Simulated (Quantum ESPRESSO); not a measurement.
# SiC (Moissanite 3C): from Born charge to LO-TO splitting

Aim: work out the LO frequency and the static dielectric constant of SiC (Moissanite 3C) from one linear-response run, then check them.

Method: DFT PBE, scalar-relativistic, plane waves, GBRV ultrasoft pseudopotentials, in Quantum ESPRESSO 7.5.

## (1) The relaxed structure

The structure is cubic, space group F-43m (No. 216). The conventional cell has a = 4.378 Å, b = 4.378 Å, c = 4.378 Å, α = 90.00°, β = 90.00°, γ = 90.00°. Nearest to Si lie 4 C at 1.90 Å. C has 4 Si at 1.90 Å nearest. Farther neighbours are not listed.

Structure file:

```xyz
2
Lattice="-2.1892 0.0000 2.1892 0.0000 2.1892 2.1892 -2.1892 2.1892 0.0000" Properties=species:S:1:pos:R:3 pbc="T T T"
Si    0.0000    0.0000    0.0000
C    -1.0946    1.0946    1.0946
```

This is the cell after its relaxation at this level of theory, not the database cell from which that began.

## (2) What the response run gave

A linear-response run on the relaxed cell, with the response to an electric field; only its zone-centre results are used. Cutoff 55 Ry, k mesh 12×12×12.

What it wrote:

```text
[banners, grids, parts of the stress and lines that vanish by symmetry left out]
Program PHONON v.7.5
     Reading xml data from directory:

[...]
Exchange-correlation= PBE
                           (   1   4   3   4   0   0   0)
[...]
kinetic-energy cut-off    =      55.0000  Ry
     charge density cut-off    =     440.0000  Ry
     convergence threshold     =      1.0E-18
[...]
Exchange-correlation= PBE
                           (   1   4   3   4   0   0   0)
[...]
q = (   0.0000000   0.0000000   0.0000000 )
     25 Sym.Ops. (with q -> -q+G )
     G cutoff =  762.9620  (  22123 G-vectors)     FFT grid: ( 40, 40, 40)
     G cutoff =  381.4810  (   7799 G-vectors)  smooth grid: ( 27, 27, 27)
     number of k points=    72
[...]
Mode symmetry, T_d (-43m)  point group:
[...]
Dielectric constant
[...]
End of electric fields calculation
          Dielectric constant in cartesian axis
          (       6.988379714       0.000000000      -0.000000000 )
          (       0.000000000       6.988379714       0.000000000 )
          (       0.000000000       0.000000000       6.988379714 )
          Effective charges (d Force / dE) in cartesian axis without acoustic sum rule applied (asr)
           atom    1  Si    Mean Z*:        2.70773
      Ex  (        2.70773       -0.00000        0.00000 )
      Ey  (       -0.00000        2.70773        0.00000 )
      Ez  (       -0.00000        0.00000        2.70773 )
           atom    2  C     Mean Z*:       -2.70917
      Ex  (       -2.70917        0.00000       -0.00000 )
      Ey  (        0.00000       -2.70917        0.00000 )
      Ez  (       -0.00000        0.00000       -2.70917 )
          Effective charges Sum: Mean:       -0.00143
[...]
Effective charges (d Force / dE) in cartesian axis with asr applied:
           atom    1  Si    Mean Z*:        2.70845
[...]
atom    2  C     Mean Z*:       -2.70845
[...]
Representation #   1 modes #   1   2   3
[...]
End of self-consistent calculation
     Convergence has been achieved
     Representation #   2 modes #   4   5   6
[...]
End of self-consistent calculation
     Convergence has been achieved
[...]
Dielectric constant in cartesian axis
          (       6.988379714       0.000000000      -0.000000000 )
          (       0.000000000       6.988379714       0.000000000 )
          (       0.000000000       0.000000000       6.988379714 )
          Effective charges (d Force / dE) in cartesian axis without acoustic sum rule applied (asr)
           atom    1  Si    Mean Z*:        2.70773
      Ex  (        2.70773       -0.00000        0.00000 )
      Ey  (       -0.00000        2.70773        0.00000 )
      Ez  (       -0.00000        0.00000        2.70773 )
           atom    2  C     Mean Z*:       -2.70917
      Ex  (       -2.70917        0.00000       -0.00000 )
      Ey  (        0.00000       -2.70917        0.00000 )
      Ez  (       -0.00000        0.00000       -2.70917 )
          Effective charges Sum: Mean:       -0.00143
[...]
Effective charges (d Force / dE) in cartesian axis with asr applied:
           atom    1  Si    Mean Z*:        2.70845
[...]
atom    2  C     Mean Z*:       -2.70845
[...]
q = (    0.000000000   0.000000000   0.000000000 )
[...]
freq (    1) =       0.018272 [THz] =       0.609492 [cm-1]
     freq (    2) =       0.018272 [THz] =       0.609492 [cm-1]
     freq (    3) =       0.018272 [THz] =       0.609492 [cm-1]
     freq (    4) =      23.268305 [THz] =     776.147126 [cm-1]
     freq (    5) =      23.268305 [THz] =     776.147126 [cm-1]
     freq (    6) =      23.268305 [THz] =     776.147126 [cm-1]
[...]
Mode symmetry, T_d (-43m)  point group:
     freq (   1-   3) =          0.6  [cm-1]   --> T_2  G_15 P_4   I+R
     freq (   4-   6) =        776.1  [cm-1]   --> T_2  G_15 P_4   I+R

   JOB DONE.
```

```csv
quantity,value
cell volume Ω (Å³),20.983
mass of Si (u),28.085
mass of C (u),12.011
"Born charge of Si, raw (e)",2.708
"Born charge of C, raw (e)",-2.709
ε∞,6.988
ω(TO) after the sum rule (cm⁻¹),776.1
```

## (3) The calculation

The charges must sum to zero over the cell; taking off their mean, -0.001 e, leaves Z* = 2.708 e on Si. In the polar mode Si moves against C, so the reduced mass is μ = 28.09 × 12.01 / 40.10 = 8.413 u.

A longitudinal wave builds up a field that adds to the restoring force: ω(LO)² = ω(TO)² + 4π Z*² / (μ Ω ε∞), in Hartree atomic units. With μ = 15336 electron masses and Ω = 141.60 bohr³ the second term is 6.0744e-06 Ha², or 292600 cm⁻² (1 Ha = 219474.6 cm⁻¹).

So ω(LO) = √(602409 + 292600) = 946.0 cm⁻¹, and by the Lyddane-Sachs-Teller relation ε₀ = ε∞ (ω(LO)/ω(TO))² = 10.38.

## (4) Check against the program

The analysis program adds the same non-analytic term to the full matrix, here for q along (1 0 0).

What it wrote:

```text
[banner, memory and clock lines left out]
Program DYNMAT v.7.5

     Reading Dynamical Matrix from file g.dyn
     ...Force constants read
     ...epsilon and Z* read

     Polarizability (A^3 units)
     multiply by 0.333764 for Clausius-Mossotti correction
         9.999030    0.000000    0.000000
         0.000000    9.999030    0.000000
        -0.000000    0.000000    9.999030

     IR activities are in (D/A)^2/amu units

# mode   [cm-1]    [THz]      IR
    1      0.00    0.0000    0.0000
    2      0.00    0.0000    0.0000
    3      0.00    0.0000    0.0000
    4    776.15   23.2683   20.1167
    5    776.15   23.2683   20.1167
    6    946.05   28.3618   20.1167
```

ε₀ comes from the program's run without a direction of q.

```csv
quantity,by hand,program
ω(LO) (cm⁻¹),946.0,946.0
ε₀,10.38,10.38
```

## (5) Summary of results

| Quantity | Value |
| --- | --- |
| TO mode | 776.1 cm⁻¹ |
| LO mode | 946.0 cm⁻¹ |
| static dielectric constant | 10.38 |

What this shows: The LO mode of SiC (Moissanite 3C) lies at 946 cm⁻¹, 170 cm⁻¹ above the TO mode; the formula meets the program within 0.1 cm⁻¹, as it must for a cubic crystal with one polar mode. ω(LO)² − ω(TO)² goes with Z*²/ε∞: an error of 5 % in ε∞ would move the LO mode by 7.4 cm⁻¹, and semilocal functionals tend to overestimate ε∞. These are harmonic values at zero temperature, at the volume of this functional, for the structure held cubic; stability elsewhere in the zone is no part of this calculation.

[Host names and launcher messages were left out of these logs when they were recorded.]

[Logs are printed without paths, hosts, clocks, repeated set-up lines and the standing remarks that a program may print on its own settings, such as how far it seeks lower states.]

[Hosts, paths, dates, database ids (printed as entryN), source tags and the programs' standing remarks are cut or masked in the printed files.]
